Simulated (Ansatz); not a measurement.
# Localised basis functions on liquid Cu at 1700 K (61 atoms), part 2 of 2

Wanted: errors and times of a linear-scaling basis for liquid Cu at 1700 K (61 atoms). A setting counts as converged where the r.m.s. difference of forces stays under 1 % of the r.m.s. force.

Ansatz 0.2.0; Kohn-Sham DFT, PBE, PAW (set soft_2), plane waves.

The cell: 61 Cu. The network of bonds at the start is that of the classical potential that made the cell.

So far. Step 3 (Support functions low): Forces differ from the reference by 1.4 meV/Å r.m.s., 0.15 % of their size, well within a tolerance of 1 %; the energy by -3.4 meV/atom. Step 4 (Support functions medium): Forces differ from the reference by 1.3 meV/Å r.m.s., 0.15 % of their size, well within a tolerance of 1 %; the energy by -3.4 meV/atom.

## Step 6: Support functions medium, radius 3.27 Å

Level of this step: Kohn-Sham DFT, PBE, PAW (set soft_2), localised support functions (medium) (Ansatz).

The radius confines each support function; a larger one gives more freedom and more work per atom.

File input.yaml:

```yaml
crystal:
  lattice:
    - [9.48964, 0.0, 0.0]
    - [0.0, 9.48964, 0.0]
    - [0.0, 0.0, 9.48964]
  atoms:
    [... the 61 atom lines of step 2 ...]
kpoints:
  mp_grid: { grid: [2, 2, 2] }
hamiltonian:
  xc: pbe
scf:
  occupations: { method: fermi_dirac, width: 0.1 }
  eigensolver: { kind: { support_functions: { accuracy: medium, radius: 3.27 } } }
  max_iter: 150
output:
  forces: true
  eigenvalues: true
```

Command:

```
$ ansatz run input.yaml --threads 8 --pin off --max-ram 15872MiB --backend cpu --events-out ev --progress --plain --runs-dir out
```

Standard output:

```text
Warning: scf.eigensolver.kind.support_functions: disabling space-group detection — the functions' gradient is summed over unrotated k-points, so no spatial operation reduces the k-mesh or symmetrises the density; time reversal is kept, so that k and −k are solved as one point where they differ and the mesh holds both, and exact exchange and, on two spinor components, a DFT+U term hold to it where the run has them: [...]
settings of this run that can trade accuracy for cost: scf.eigensolver.kind.support_functions [...]
Engine: ansatz 0.2.0, aarch64-unknown-linux-gnu
Pseudopotentials: kind: paw
Pseudopotential: Cu, paw, valence charge 19, recommended cutoff 420 eV (normal), Cu.paw.azcp
[... 5 lines on functional and potentials left out ...]
Error: SCF: the radius of support functions is under 3.53 Å, the least for these sites at the functions' level (scf.eigensolver.kind.support_functions.accuracy). Use scf.eigensolver.kind: auto, or type scf.eigensolver.kind.support_functions.radius at least as long, [...]
```

Wall time 0.55 s (8 threads of Arm Neoverse V2, shared host); peak memory 0.22 GiB; 2.4 s of CPU time.

The program refuses radii under 3.53 Å for these atoms at this level.

## Step 7: The ladder side by side

Each row is set against the plane-wave reference (Kohn-Sham DFT, PBE, PAW (set soft_2), plane waves; r.m.s. force component 0.889 eV/Å). Energies are set beside the reference only for runs with its functional, potentials and electron count. Times are for 8 threads of Arm Neoverse V2, shared host. The reference's time includes the DOS, the stress and grids, which some other runs skip.

| run | Δ force, r.m.s. (meV/Å) | share of r.m.s. force (%) | Δ energy (meV/atom) | cycles | time | host memory (GiB) |
| --- | --- | --- | --- | --- | --- | --- |
| reference | - | - | - | 9 | 2.4 min | 11 |
| support functions low | 1.35 | 0.152 | -3.41 | 14 | 2.6 min | 3.8 |
| support functions medium | 1.33 | 0.149 | -3.41 | 16 | 2.8 min | 3.8 |

## Step 8: The reference in detail

The comparisons rest on this run, so its electronic structure is set out here.

Neighbours are counted within 3.23 Å (Cu-Cu).

Length of the force by element and coordination:

```
element  coordination  atoms  mean length of the force (eV/Å)  spread  least   most
     Cu           all     61                             1.19   0.975  0.241   5.16
     Cu             8      2                            0.874   0.139  0.735   1.01
     Cu             9      6                            0.529   0.180  0.269  0.847
     Cu            10     16                             1.23   0.779  0.311   3.14
     Cu            11     21                             1.06   0.653  0.388   3.13
     Cu            12     12                             1.40    1.34  0.241   5.16
     Cu            13      3                             2.62    1.60  0.789   4.67
     Cu            14      1                             1.28       0   1.28   1.28
```

Density of states as counts of states in windows of 1 eV (from the Fermi level), total and the larger projections:

```
from (eV)  to (eV)  total   Cu d  Cu s
      -18       -9    0.0    0.0   0.0
       -9       -8    1.0    0.0   1.0
       -8       -7    5.2    0.1   5.1
       -7       -6    9.6    0.8   8.8
       -6       -5   13.1    3.4   9.5
       -5       -4   55.8   41.4  13.8
       -4       -3  162.5  153.5   7.2
       -3       -2  207.3  200.5   4.5
       -2       -1  195.4  188.9   5.5
       -1        0   21.7   10.2   9.1
        0        1   19.3    3.9   8.6
        1        2   17.3    2.2   7.2
        2        3   14.5    1.3   6.1
        3        4   16.2    0.9   5.4
        4        5   21.2    0.8   6.7
```

The levels nearest the highest filled one (over half full), pooled over k-points and spins:

| level less the highest filled one (eV) | occupation |
| --- | --- |
| -0.0768 | 1.43 |
| -0.0506 | 1.32 |
| -0.0494 | 1.31 |
| -0.0397 | 1.27 |
| -0.0034 | 1.09 |
| 0 | 1.08 |
| 0.0354 | 0.9 |
| 0.0423 | 0.866 |
| 0.0467 | 0.845 |
| 0.110 | 0.558 |
| 0.111 | 0.557 |
| 0.122 | 0.512 |

Valence density in the bc plane at fractional x = 0.974, with atoms of Cu within 0.2 Å of it. It is the smooth field of the valence electrons, not physical close to the nuclei.

Ten steps, logarithmic in the rise over the least value, from '_' (0 e/Å³) to '@' (49 e/Å³), each cell a mean:
```
__________....________________________________________
______________________......__________________________
::..________________..::::..________________________..
++==::______________..::::..______________________..==
**++::____..::::..__........______________________::++
==--..__..==####--..__________..::::..____________..--
....____::**@@@@++..________..++####--..____________..
________..==####--..________::##@@@@==..____......____
__________..::::..__________..==##**--....::++++--..__
______________________________..::::..__..==##%%++..__
..::--::________________________________..--****==..__
--##%%++..________________________________..::::..__..
++@@@@##::______..--==--..______........____________..
--****==..______::##@@##--..____::----::____________..
....::..________::##@@%%--..____::====::..__..::....__
________________..--++==..______..::::..__..::--::..__
____________________....____________________..::::..__
____________________________________________......____
....____________________________________........__....
**==..__________________....__________::==++--....::++
@@##--______________________________..==%%@@**::..==%%
%%**::________________________________--##%%**::..--##
--::..________________________________..----::..__..::
______________________________________________________
```
Columns run along b (9.5 Å), rows up along c (9.5 Å). Atoms in or near the plane, at fractional coordinates: Cu at (0.61, 0.68), Cu at (0.07, 0.47), Cu at (0.24, 0.72), Cu at (0.00, 0.13), Cu at (0.38, 0.40), Cu at (0.78, 0.12).

Electrostatic potential energy in the bc plane at fractional x = 0.974, with atoms of Cu within 0.2 Å of it. With pseudopotentials it is smooth inside the atoms' cores, unlike the true potential.

Values in eV, 13 rows by 16 columns, each cell a mean:
```
 15  16  14  11  14  15  12  10  13  14  13  13  15  16  16  15
 -9   8  15  15  15  14  -1  -7  11  15  13  11  15  16  14   0
-31  -2  11  -5  -8  10   9   7  13  11  11  14  16  17  13 -15
  5  12   4 -36 -39  -2  15  16   4 -29 -28   7  15  14  14   9
 16  16  12  -7 -10  10  17  16   4 -30 -29   5   3 -19  -7  13
  6  -2  10  15  16  16  16  17  15   9  10  14  -5 -35 -20  11
-27 -39 -12  15  15   2  -6  10  16  14   8  12  12   5   9  10
 -9 -21   2  15  10 -30 -39 -10  14   5 -17  -3  13   9   9  12
 15  14  16  16  14  -6 -16   5  15  11   1   8  11  -6  -7  12
 14  16  17  17  17  16  14  13  15  16  16  15  13   8   9  13
-25   2  16  17  17  17  14  10  12  16  15   0 -22  -7   9 -16
-37  -5  15  16  17  17  16  14  15  16  14 -12 -38 -23   5 -29
  3  13  14  12  14  17  17  16  15  15  15  10   0   8  14   7
```
Columns run along b (9.5 Å; values clipped at the 3rd and 97th percentile), rows up along c (9.5 Å). Atoms in or near the plane, at fractional coordinates: Cu at (0.61, 0.68), Cu at (0.07, 0.47), Cu at (0.24, 0.72), Cu at (0.00, 0.13), Cu at (0.38, 0.40), Cu at (0.78, 0.12).

Within 0.4 eV of the Fermi level the largest share is Cu s (60 % of the projected weight).

## Step 9: Local order

These statistics describe the geometry on which the runs were made.

Density 7.53 g/cm³, 14.01 Å³ an atom.

Pair distribution function in bins of 0.2 Å:

| r (Å) | total |
| --- | --- |
| 2.00 | 0.04 |
| 2.20 | 0.37 |
| 2.40 | 2.67 |
| 2.60 | 2.23 |
| 2.80 | 1.73 |
| 3.00 | 1.08 |
| 3.20 | 0.73 |
| 3.40 | 0.69 |
| 3.60 | 0.45 |
| 3.80 | 0.79 |
| 4.00 | 0.78 |
| 4.20 | 0.77 |
| 4.40 | 1.15 |
| 4.60 | 1.32 |

Bonds by pair of elements; cutoffs follow the first minimum of g(r), held within bounds set by covalent radii, and pairs that aren't listed don't count as bonded:

| pair A-B | cutoff (Å) | bonds | mean length (Å) | spread (Å) | shortest (Å) | B about A | A about B |
| --- | --- | --- | --- | --- | --- | --- | --- |
| Cu-Cu | 3.23 | 329 | 2.68 | 0.257 | 2.01 | 10.8 | 10.8 |

How many atoms have how many bonded neighbours:

```csv
element,mean,8,9,10,11,12,13,14
Cu,10.8,2,6,16,21,12,3,1
```

The first peak of g(r) lies near 2.5 Å. By these cutoffs 34 % of Cu atoms have 11 bonded neighbours.

Local excerpt of 12 atoms (numbers count through the whole input) about Cu25, picked at random; x, y, z are measured from there.

```
atom      x      y      z  distance (Å)  bonds     Fx     Fy  Fz (eV/Å)
Cu25   0.00   0.00   0.00          0.00     11   0.10   0.21      -0.47
Cu23  -1.68  -1.25   1.21          2.42     13   0.43  -0.43       0.50
Cu57   1.54   1.69   1.08          2.53     10   0.04  -0.10       0.72
 Cu7   1.48  -1.25   1.74          2.60     12   0.10   0.86       0.00
Cu61  -1.37  -1.60  -1.59          2.64     13  -1.15   3.23      -3.18
Cu41  -0.11   2.61  -0.64          2.69     10  -0.28  -0.01       0.14
Cu40  -2.19   1.63   0.46          2.77     11   0.19  -0.46      -0.48
Cu28  -0.80   0.34   2.65          2.79     13   0.07   2.33      -0.51
Cu27  -0.37  -2.76  -0.29          2.80     12   2.19  -3.12       3.47
Cu29   1.42  -1.91  -1.55          2.84     11  -0.02   3.12      -0.30
 Cu3   0.34   0.11  -2.97          2.99     11   0.28   0.25       0.57
 Cu1  -1.96   1.07  -2.20          3.14     12   0.39  -0.40       0.05
```

## Step 10: Results

```json
{
 "free energy per atom": "-6624.8413 eV/atom",
 "pressure": "-3.144 GPa",
 "r.m.s. force component": "0.8895 eV/Å",
 "wall time of the 3 DFT runs": "7.8 min"
}
```

Against plane waves at 420 eV, the forces differ by 1.3 meV/Å (0.15 %) with support functions medium. Differences between support functions and plane waves include what basis error the plane-wave run still has.

47 levels are partly filled, by over 2 % (on the run's k-points), as in a metal. With the cutoffs above, 34 % of Cu atoms have 11 bonded neighbours.

Caveats: The force components of 0.89 eV/Å r.m.s. come partly from thermal motion and partly from the difference between the classical potential and DFT. The pressure of -3.1 GPa is that of one thermal frame, in which the classical model's bond lengths enter as well as the volume, without the kinetic term. The pressure of a single frame lacks the kinetic term.

Calculation beside experiment:

```csv
quantity,measured,this cell,difference,method of the measurement
density,7.69 g/cm³,7.53 g/cm³,-2.1 %,experimental condition of x-ray diffraction (Waseda and Ohtani)
```

The cell differs from the measured density by up to 2.1 %. The density was fixed when the cell was made, not found by DFT. The network comes from the model that made the cell; DFT did not move the atoms, so distances and counts test that model.

[Long decimals in the printed logs are rounded to 6 places.]

[Logs are printed without paths, hosts, clocks, repeated set-up lines and the standing remarks that a program may print on its own settings, such as how far it seeks lower states.]

[Hosts, paths, dates, database ids (printed as entryN), source tags and the programs' standing remarks are cut or masked in the printed files.]
